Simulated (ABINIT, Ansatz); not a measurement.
An input for ABINIT 10.8.3 (Li2H6Pt (Fm-3m)):

```
acell 3*1.0 Angstrom
rprim 
  -0.000000000000 3.324927160000 3.324927160000
  3.324927160000 0.000000000000 3.324927160000
  3.324927160000 3.324927160000 0.000000000000
ntypat 3
znucl 3 1 78
natom 9
typat 1 1 2 2 2 2 2 2 3
xred 
  0.750000000000 0.750000000000 0.750000000000
  0.250000000000 0.250000000000 0.250000000000
  0.754787880000 0.754787880000 0.245212120000
  0.245212120000 0.754787880000 0.245212120000
  0.754787880000 0.245212120000 0.245212120000
  0.245212120000 0.245212120000 0.754787880000
  0.754787880000 0.245212120000 0.754787880000
  0.245212120000 0.754787880000 0.754787880000
  0.000000000000 0.000000000000 0.000000000000
pp_dirpath "pseudos"
pseudos "Li.upf, H.upf, Pt.upf"
ecut 34
ngkpt 4 4 4
nshiftk 1
shiftk 0 0 0
kptopt 1
chksymbreak 0
istwfk *1
occopt 1
irdwfk 1
optdriver 3
nband 63
ecuteps 4.2
inclvkb 2
awtr 1
symchi 1
gwcalctyp 2
nfreqre 16
freqremax 40 eV
nfreqim 8
spmeth 1
nomegasf 120
indata_prefix "in"
outdata_prefix "out"
tmpdata_prefix "tmp"
```

```sh
OMP_NUM_THREADS=1 mpirun -n 4 abinit run.abi > log
```

Question: Estimate wall time and host memory on 4 MPI ranks of Arm Neoverse V1, shared host.

It took 33 s; on shared hardware allow 17 s to 66 s. Peak host memory was 1.2 GiB.

[Paths, hosts, dates, memory and timing lines, banners, echoed tables and standing remarks are left out of the program output.]

[Logs are printed without paths, hosts, clocks, repeated set-up lines and the standing remarks that a program may print on its own settings, such as how far it seeks lower states.]

[Runs of the session that timed out or met a known fault of the program may be left out.]

[Hosts, paths, dates, database ids (printed as entryN), source tags and the programs' standing remarks are cut or masked in the printed files.]

[G0W0 gaps are taken among the corrected bands and points alone; a level outside them can change the order at an edge.]

[Where Ansatz stands beside ABINIT at settings called matched, ABINIT's density can come from a denser mesh and the files from another edition; pairs whose starting gaps differed by over 0.03 eV were left out, so agreement reads better than it is.]
